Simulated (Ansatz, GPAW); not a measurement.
# A 10-layer slab of Al(100): work function by functional and basis

Aim: the work function of both faces of a 10-layer slab of Al(100), and its spread over functionals and bases.

Main program and level: GPAW 26.7.0 and Ansatz 0.2.0; Ansatz plane waves; slab in vacuum with a dipole correction, relaxation, in the first sound run; inputs show where later runs differ.

**1. The structure**

The cell holds 10 atoms: 10 Al. Its edges and angles: a = 2.864 Å, b = 2.864 Å, c = 32.225 Å, α = 90.0°, β = 90.0°, γ = 90.0°. Vacuum lies along c.

**2. Relaxation**

Forces are removed first; all later runs use this geometry. The lowest 5 atoms are held at bulk positions and keep their forces.

Input file input.yaml:

```yaml
crystal:
  lattice:
    - [2.8637824638, 0.0, 0.0]
    - [0.0, 2.8637824638, 0.0]
    - [0.0, 0.0, 32.225]
  atoms:
    - { symbol: Al, position: [0.5, 0.5, 0.2172226532] }
    - { symbol: Al, position: [0.0, 0.0, 0.2800620636] }
    - { symbol: Al, position: [0.5, 0.5, 0.342901474] }
    - { symbol: Al, position: [0.0, 0.0, 0.4057408844] }
    - { symbol: Al, position: [0.5, 0.5, 0.4685802948] }
    - { symbol: Al, position: [0.0, 0.0, 0.5314197052] }
    - { symbol: Al, position: [0.5, 0.5, 0.5942591156] }
    - { symbol: Al, position: [0.0, 0.0, 0.657098526] }
    - { symbol: Al, position: [0.5, 0.5, 0.7199379364] }
    - { symbol: Al, position: [0.0, 0.0, 0.7827773468] }
kpoints:
  mp_grid: { grid: [11, 11, 1] }
hamiltonian:
  xc: pbe
scf:
  occupations: { method: fermi_dirac, width: 0.1 }
efield:
  axis: 3
  dipole_correction: true
  ramp_width: 0.05
relax:
  f_tol: 0.02
  max_steps: 60
  constraints: [{ sites: [0, 1, 2, 3, 4] }]
output:
  write_potential: true
  write_density: true
  volumetric_format: npy
```

Launch:

```sh
> ansatz run input.yaml --threads 4 --pin off --max-ram 8192MiB --backend cpu --events-out ev --progress --plain --runs-dir out
```

Numbers of over 12 decimals in the logs are rounded to 6 here.

The log of the run:

```text
Engine: ansatz 0.2.0, aarch64-unknown-linux-gnu
Pseudopotentials: kind: paw
Pseudopotential: Al, paw, valence charge 3, recommended cutoff 420 eV (normal), Al.paw.azcp
Functional definition: PBE
  parameter kappa = 0.804
  parameter beta = 0.066725
  exchange = pbe_x(kappa = kappa, mu = beta*pi^2/3)
  correlation = pbe_c(beta = beta)
Crystal: 10 atoms, lattice volume = 264.285 Å³
Basis set: ecut = 420 eV, 5167 PW (Γ), exchange–correlation on 40×40×432 points (8 copies of the dense FFT grid, shifted against one another)
Bands: 25, of which v1, the nominal top of the filled ones, is band 15 counted from 1 (14 counted from 0)
Symmetry: 8 space group operations
k-points: 21 of 121
Non-local potential: Al, projectors of the file, l = 0: 2, l = 1: 2, l = 2: 1
PAW form: soft (Blöchl's): semilocal exchange-correlation on the pseudo side does not see the compensation charge
PAW one-centre angular grid: Al, 110 points (default); XC on 64 Gauss nodes
Initial density: superposition of atomic densities (neutral atoms: chi_scale 0, normalization atom), corrected by the library's trained network
Initial wavefunctions: pseudopotential atomic-orbital guess
Functional: x = pbe(κ = 0.804, μ = 0.219515), c = pbe(β = 0.066725)
SCF iter   1: F=—  HF=-5374.150550 eV  |F-HF|=—  |Δ(HF+E_count)|=         —  Δρ=2.06e-3  dr2=8.18e-1  ethr=1.77e-3  p=0.000 e·Å  D=4.69e-14 V/Å  ΔV_dip=-0.00 eV  dr2_dipole=3.00e-7  V_vac-E_F(+/−)=4.05/4.05 eV  ⟨swp⟩=10.1  Hψ=3467  notcnv=0  defer=2
efield: sawtooth ramp at fractional position 0.9750 (placed from the atoms, in the widest stretch of the axis that holds none; the zero of the levels goes with the place), width 0.0500; the density the first Hamiltonian is built on has a dipole p = 0.000 e·Å; the dipole correction subtracts the counter field D = 4.69e-14 V/Å, which shifts the + side's vacuum level by -0.00 eV against the − side's; the planar-averaged density in the ramp window peaks in size at 1.7e-4 e/Å³
preconditioner: auto → LDOS  [metal: Δε(μ)=0.014 eV  Ē_g=6.681 eV  σ=0.100 eV  W_gap=0.04  n_scr=18 (ndim 8)  ℏωp=12.5 eV  f_vac=0.295  D(μ)=4.72/eV (n_scr^D=18)  β→1.0]
SCF iter   2: F=—  HF=-5374.132468 eV  |F-HF|=—  |Δ(HF+E_count)|=   1.81e-2  Δρ=6.15e-4  dr2=1.01e-2  ethr=1.77e-3  p=-0.000 e·Å  D=-8.44e-6 V/Å  ΔV_dip=0.00 eV  dr2_dipole=2.41e-11  V_vac-E_F(+/−)=4.25/4.25 eV  ⟨swp⟩=1.6  Hψ=712  notcnv=0  defer=5
SCF iter   3: F=—  HF=-5374.132595 eV  |F-HF|=—  |Δ(HF+E_count)|=   1.28e-4  Δρ=2.01e-4  dr2=7.72e-4  ethr=3.38e-5  p=0.000 e·Å  D=5.07e-6 V/Å  ΔV_dip=-0.00 eV  dr2_dipole=7.50e-9  V_vac-E_F(+/−)=4.27/4.27 eV  ⟨swp⟩=1.9  Hψ=670  notcnv=0  defer=7
SCF iter   4: F=—  HF=-5374.133136 eV  |F-HF|=—  |Δ(HF+E_count)|=   5.41e-4  Δρ=3.72e-5  dr2=1.36e-5  ethr=2.57e-6  p=-0.000 e·Å  D=-2.47e-7 V/Å  ΔV_dip=0.00 eV  dr2_dipole=1.23e-9  V_vac-E_F(+/−)=4.26/4.26 eV  ⟨swp⟩=2.4  Hψ=799  notcnv=0  defer=8
iter 5 did not close the SCF: its close was put off for the readings that it lacked (scf_convergence_deferred on its scf_iter line)
SCF iter   5: F=-5374.133136 eV  HF=-5374.133136 eV  |F-HF|=1.48e-7  |Δ(HF+E_count)|=   4.08e-7  Δρ=7.78e-6  dr2=4.84e-7  ethr=4.52e-8  p=0.000 e·Å  D=2.31e-7 V/Å  ΔV_dip=-0.00 eV  dr2_dipole=1.40e-12  V_vac-E_F(+/−)=4.26/4.26 eV  ⟨swp⟩=2.5  Hψ=923  notcnv=0  defer=8
SCF iter   6: F=-5374.133136 eV  HF=-5374.133136 eV  |F-HF|=2.48e-9  |Δ(HF+E_count)|=   1.25e-7  Δρ=1.35e-6  dr2=1.68e-8  ethr=1.61e-9  p=0.000 e·Å  D=8.61e-8 V/Å  ΔV_dip=-0.00 eV  dr2_dipole=4.39e-13  V_vac-E_F(+/−)=4.26/4.26 eV  ⟨swp⟩=8.9  Hψ=3968  notcnv=0
SCF 1 converged in 6 iterations: F = -5374.133136 eV  dr2 = 1.68e-8
  greatest PAW one-centre occupation: 0.477 electrons in one spin orbital (limit 2), on the Al atom at site 0 (counted from 0), in its partial waves of l = 0
relax step   1: F+E_penalty+E_count = -5374.13313650 eV  Δ(F+E_penalty+E_count) = +0.000e0 eV  max|allowed force component| = 8.585e-2 eV/Å  Δτ_max = 0.0000 Å  (6 SCF iters, dr2 threshold 1.00e-5 eV, accepted)
Initial density: handed on by an earlier stage of this run
Initial wavefunctions: those handed on with the density
iter 1 solved again at ethr=2.38e-5 eV; its pass at ethr=3.10e-3 eV (dr2=7.15e-3 eV) is discarded
SCF iter   1: F=—  HF=-5374.134482 eV  |F-HF|=—  |Δ(HF+E_count)|=         —  Δρ=4.47e-4  dr2=7.07e-3  ethr=2.38e-5  p=0.000 e·Å  D=8.64e-8 V/Å  ΔV_dip=-0.00 eV  dr2_dipole=1.92e-3  V_vac-E_F(+/−)=4.26/4.26 eV  ⟨swp⟩=1.2  Hψ=1766  notcnv=0  defer=13
efield: sawtooth ramp at fractional position 0.9750 (handed on by an earlier solve), width 0.0500; the density the first Hamiltonian is built on has a dipole p = 0.000 e·Å; the dipole correction subtracts the counter field D = 8.64e-8 V/Å, which shifts the + side's vacuum level by -0.00 eV against the − side's; the planar-averaged density in the ramp window peaks in size at 4.1e-6 e/Å³
preconditioner: auto → LDOS  [metal: Δε(μ)=0.019 eV  Ē_g=6.676 eV  σ=0.100 eV  W_gap=0.05  n_scr=18 (ndim 8)  ℏωp=12.5 eV  f_vac=0.293  D(μ)=4.64/eV (n_scr^D=18)  β→1.0]
SCF iter   2: F=—  HF=-5374.133805 eV  |F-HF|=—  |Δ(HF+E_count)|=   6.77e-4  Δρ=2.37e-4  dr2=3.58e-4  ethr=2.36e-5  p=0.000 e·Å  D=2.28e-5 V/Å  ΔV_dip=-0.00 eV  dr2_dipole=4.84e-6  V_vac-E_F(+/−)=4.26/4.26 eV  ⟨swp⟩=2.2  Hψ=702  notcnv=0  defer=13
SCF iter   3: F=—  HF=-5374.134326 eV  |F-HF|=—  |Δ(HF+E_count)|=   5.21e-4  Δρ=5.55e-5  dr2=5.99e-5  ethr=1.19e-6  p=0.000 e·Å  D=2.49e-4 V/Å  ΔV_dip=-0.01 eV  dr2_dipole=7.70e-6  V_vac-E_F(+/−)=4.25/4.26 eV  ⟨swp⟩=2.2  Hψ=815  notcnv=0  defer=13
SCF iter   4: F=—  HF=-5374.134319 eV  |F-HF|=—  |Δ(HF+E_count)|=   7.19e-6  Δρ=1.25e-5  dr2=4.28e-6  ethr=2.00e-7  p=0.000 e·Å  D=2.54e-4 V/Å  ΔV_dip=-0.01 eV  dr2_dipole=3.67e-7  V_vac-E_F(+/−)=4.25/4.26 eV  ⟨swp⟩=2.0  Hψ=753  notcnv=0  defer=13
SCF iter   5: F=-5374.134319 eV  HF=-5374.134319 eV  |F-HF|=4.50e-8  |Δ(HF+E_count)|=   1.57e-7  Δρ=1.98e-6  dr2=5.48e-8  ethr=1.54e-9  p=0.000 e·Å  D=2.63e-4 V/Å  ΔV_dip=-0.01 eV  dr2_dipole=1.09e-8  V_vac-E_F(+/−)=4.25/4.26 eV  ⟨swp⟩=11.6  Hψ=3949  notcnv=0
SCF 2 converged in 5 iterations: F = -5374.134319 eV  dr2 = 5.48e-8
  greatest PAW one-centre occupation: 0.478 electrons in one spin orbital (limit 2), on the Al atom at site 9 (counted from 0), in its partial waves of l = 0
relax step   2: F+E_penalty+E_count = -5374.13431901 eV  Δ(F+E_penalty+E_count) = -1.183e-3 eV  max|allowed force component| = 2.831e-2 eV/Å  Δτ_max = 0.0208 Å  (5 SCF iters, dr2 threshold 4.61e-7 eV, accepted)
SCF iter   1: F=—  HF=-5374.133978 eV  |F-HF|=—  |Δ(HF+E_count)|=         —  Δρ=1.21e-4  dr2=7.42e-4  ethr=1.99e-5  p=0.000 e·Å  D=2.63e-4 V/Å  ΔV_dip=-0.01 eV  dr2_dipole=1.76e-4  V_vac-E_F(+/−)=4.25/4.26 eV  ⟨swp⟩=2.5  Hψ=1268  notcnv=0  defer=13
efield: sawtooth ramp at fractional position 0.9750 (handed on by an earlier solve), width 0.0500; the density the first Hamiltonian is built on has a dipole p = 0.000 e·Å; the dipole correction subtracts the counter field D = 2.63e-4 V/Å, which shifts the + side's vacuum level by -0.01 eV against the − side's; the planar-averaged density in the ramp window peaks in size at 2.9e-6 e/Å³
preconditioner: auto → LDOS  [metal: Δε(μ)=0.017 eV  Ē_g=6.678 eV  σ=0.100 eV  W_gap=0.04  n_scr=18 (ndim 8)  ℏωp=12.5 eV  f_vac=0.293  D(μ)=4.66/eV (n_scr^D=18)  β→1.0]
SCF iter   2: F=—  HF=-5374.133929 eV  |F-HF|=—  |Δ(HF+E_count)|=   4.91e-5  Δρ=4.88e-5  dr2=2.16e-5  ethr=2.47e-6  p=0.000 e·Å  D=2.52e-4 V/Å  ΔV_dip=-0.01 eV  dr2_dipole=3.53e-6  V_vac-E_F(+/−)=4.25/4.26 eV  ⟨swp⟩=1.2  Hψ=731  notcnv=0  defer=13
SCF iter   3: F=—  HF=-5374.134481 eV  |F-HF|=—  |Δ(HF+E_count)|=   5.52e-4  Δρ=1.80e-5  dr2=4.32e-6  ethr=7.20e-8  p=0.000 e·Å  D=2.02e-4 V/Å  ΔV_dip=-0.01 eV  dr2_dipole=6.56e-7  V_vac-E_F(+/−)=4.26/4.26 eV  ⟨swp⟩=2.4  Hψ=943  notcnv=0  defer=13
SCF iter   4: F=-5374.134481 eV  HF=-5374.134481 eV  |F-HF|=2.51e-9  |Δ(HF+E_count)|=   1.88e-7  Δρ=1.92e-6  dr2=2.20e-8  ethr=3.33e-10  p=0.000 e·Å  D=2.06e-4 V/Å  ΔV_dip=-0.01 eV  dr2_dipole=9.99e-10  V_vac-E_F(+/−)=4.26/4.26 eV  ⟨swp⟩=10.0  Hψ=4113  notcnv=0
SCF 3 converged in 4 iterations: F = -5374.134481 eV  dr2 = 2.20e-8
relax step   3: F+E_penalty+E_count = -5374.13448122 eV  Δ(F+E_penalty+E_count) = -1.622e-4 eV  max|allowed force component| = 1.088e-3 eV/Å  Δτ_max = 0.0064 Å  (4 SCF iters, accepted)
NSCF: frozen V_eff on 21 k-points
the search or the solves at the SCF's close seem to have found levels that the self-consistency loop had missed (the run counts 3). By its estimate they hold under 1e-12 electrons; where the run keeps them, the occupations were computed again with them
WARN: The output density's exchange-correlation potential varies sharply where the density is thin. Do not read a vacuum level from v_tot or v_xc, or from such a field of the output density. On a cell that repeats whose density bears no net charge and no dipole along the vacuum's axis use v_es (v_loc + v_h of the components); under efield.dipole_correction with no amplitude use v_es + v_field, which holds any externa [...]
SCF converged after 4 iterations
Free energy (F): -5374.134481 eV
Harris-Foulkes:  -5374.134481 eV  (|F-HF|=2.51e-9)
Internal energy: -5373.984803 eV  (E = F + TS)
E sigma→0 (E₀):  -5374.059642 eV
Entropy (-TS):   -0.149678 eV (-14.968 meV/atom)
Fermi energy:    3.414799 eV
Dipole field:    D = 0.000243 V/Å  (p = 0.000355 e·Å, saw-weighted, corrected)
Work function:   Φ+ = 4.2549 eV   Φ− = 4.2627 eV
Levels:          The Fermi level and band energies are counted from a zero that moves with the ramp; work functions are not
--- Per-component energies (eV) ---
  E_band       = -25.773606
  E_kinetic    = 221.730770
  E_local      = -7250.346555  (includes V_loc(G=0)·N_el)
  E_nonlocal   = 103.856049
  E_hartree    = 3610.252250
  E_xc         = -394.028408
  E_vxc        = -285.128215  (∫ρ·V_xc dr)
  E_paw        = -4673.091970  (= ΣΔE_a)
  E_vpaw       = -36.394875  (= ΣTr[D̂ρ^β])
  E_aug_tail   = -0.000022  (compensation charges beyond the density's cutoff)
  E_efield     = 0.000000  (sawtooth field / dipole correction)
  E_vefield    = -0.000012  (∫n·V_field dr)
  E_ewald      = 3007.643082
  E_smearing   = -0.149678  (= −TS)
  E_closure    = 0.000000  (closes the sum)
  Σ components = -5374.134481   (vs F -5374.134481, Δ=0.00e0)
--- Forces (eV/Å), atoms counted from 1 ---
  atom   1  Al     0.00000000     0.00000000    -0.04333488
  atom   2  Al     0.00000000     0.00000000     0.03080988
  atom   3  Al    -0.00000000     0.00000000    -0.01226957
  atom   4  Al    -0.00000000     0.00000000     0.08666987
  atom   5  Al     0.00000000     0.00000000    -0.06212845
  atom   6  Al     0.00000000     0.00000000    -0.00108825
  atom   7  Al     0.00000000     0.00000000     0.00075661
  atom   8  Al     0.00000000     0.00000000     0.00011046
  atom   9  Al     0.00000000     0.00000000    -0.00020228
  atom  10  Al     0.00000000     0.00000000     0.00067509
  max |Σ_I F_I| component: 1.51e-6 eV/Å
--- Band table (eV; the first three rows and the last of 21) ---
  k-point 0: bands = [... 11 lower, 3.0858, 4.6069, 6.0204, 6.9827, 7.8643, 8.0730, 8.6987, 8.9555, ... 6 higher]
  k-point 1: bands = [... 11 lower, 3.2241, 4.7399, 6.1461, 6.4755, 6.7191, 7.1138, 7.1275, 7.6170, ... 6 higher]
  k-point 2: bands = [... 11 lower, 3.5597, 4.0749, 4.1787, 4.5985, 5.1087, 5.2462, 5.8342, 6.6135, ... 6 higher]
  k-point 20: bands = [... 11 lower, 2.2814, 2.4890, 2.6490, 2.9760, 3.0919, 3.2265, 3.2938, 3.4016, ... 6 higher]
--- Relaxed structure (3 steps of the walk, 3 accepted, 0 SCFs on fresh bases) ---
  F+E_penalty+E_count = -5374.13448122 eV   max|allowed force component| = 1.088e-3 eV/Å
  atoms:
    - { symbol: Al, position: [0.500000, 0.500000, 0.2172226532] }
    - { symbol: Al, position: [0.0, 0.0, 0.2800620636] }
    - { symbol: Al, position: [0.500000, 0.500000, 0.342901] }
    - { symbol: Al, position: [0.0, 0.0, 0.405741] }
    - { symbol: Al, position: [0.500000, 0.500000, 0.468580] }
    - { symbol: Al, position: [0, 0.0, 0.531758] }
    - { symbol: Al, position: [0.500000, 0.500000, 0.593898] }
    - { symbol: Al, position: [0, 0.0, 0.657082] }
    - { symbol: Al, position: [0.500000, 0.500000, 0.719951] }
    - { symbol: Al, position: [0, 0.0, 0.783313] }
```

The job ended after 16 s (4 threads of Arm Neoverse N1, shared host; peak memory 0.53 GiB; 61 s of CPU time).

The steps of the relaxation:

```csv
step,energy less that of the first step (eV),largest force component (eV/Å)
1,0.0000,0.0858
2,-0.0012,0.0283
3,-0.0013,0.0011
```

Forces are held to the 8 operations that the run works with; a distortion that breaks them can't arise in this run.

The atoms that moved most (Å):

```csv
atom,dx,dy,dz,length
Al10,0.000,0.000,0.017,0.017
Al7,0.000,0.000,-0.012,0.012
Al6,0.000,0.000,0.011,0.011
```

This step gave:

```yaml
free_energy: -5374.1345 eV
smearing_term_ts: 0.1497 eV
symmetry_operations: 8
upper_work_function: 4.255 eV
lower_work_function: 4.263 eV
dipole_along_the_normal: 3.55e-4 e·Å
dipole_field: 2.43e-4 V/Å
vacuum_level_above: 7.670 eV
vacuum_level_below: 7.678 eV
```

The electrostatic potential energy of an electron (with the applied field's), less the Fermi level, planar mean oscillates, so the rows of the table below give means over windows of 2.01 Å about each position, cut where the curve ends. Its maxima inside the range that stand out by 2 % of the span (Å: eV): 8.1: -2.09, 10.0: -2.07, 12.1: -2.05, 14.0: -2.10, 16.1: -1.99, 18.2: -2.28, 20.1: -1.96, 22.2: -2.05, 24.2: -1.98. Its minima: 7.0: -5.86, 9.1: -6.03, 11.0: -6.08, 13.1: -6.08, 15.1: -6.07, 17.2: -6.08, 19.1: -6.09, 21.2: -6.08, 23.1: -6.02, 25.2: -5.86.

The electrostatic potential energy of an electron (with the applied field's), less the Fermi level, planar mean by z; means over each step:

z (Å), electrostatic potential energy of an electron (with the applied field's), less the Fermi level, planar mean (eV) and a bar from the least value:
```
     1.00       4.26 ##############################
     3.01       4.26 ##############################
     5.02       3.42 ###########################
     7.03      -4.22 #
     9.04      -4.62 
    11.05      -4.64 
    13.06      -4.64 
    15.07      -4.62 
    17.08      -4.65 
    19.09      -4.66 
    21.10      -4.62 
    23.11      -4.59 
    25.12      -4.28 #
    27.13       3.24 ###########################
    29.14       4.25 ##############################
    31.15       4.26 ##############################
```

The valence density, planar mean oscillates, so the rows of the table below give means over windows of 2.01 Å about each position, cut where the curve ends. Its maxima inside the range that stand out by 2 % of the span (Å: e/Å³): 8.1: 0.194, 10.0: 0.197, 12.1: 0.198, 14.2: 0.198, 16.1: 0.195, 18.2: 0.201, 20.1: 0.196, 22.2: 0.197, 24.2: 0.192. Its minima: 9.1: 0.164, 11.0: 0.163, 13.1: 0.162, 15.1: 0.163, 17.2: 0.163, 19.1: 0.163, 21.2: 0.162, 23.1: 0.164.

Valence density, planar mean against z; means over each step:

```csv
z (Å),"valence density, planar mean (e/Å³)"
1.00,1.1e-6
3.01,1.9e-4
5.02,0.0243
7.03,0.160
9.04,0.180
11.05,0.181
13.06,0.180
15.07,0.180
17.08,0.181
19.09,0.181
21.10,0.180
23.11,0.180
25.12,0.163
27.13,0.0283
29.14,2.4e-4
31.15,1.4e-6
```

The relaxation lowered the energy of the cell by 0.00134 eV.

(Part 1 of 3 ends here.)

[Logs are printed without paths, hosts, clocks, repeated set-up lines and the standing remarks that a program may print on its own settings, such as how far it seeks lower states.]

[Hosts, paths, dates, database ids (printed as entryN), source tags and the programs' standing remarks are cut or masked in the printed files.]
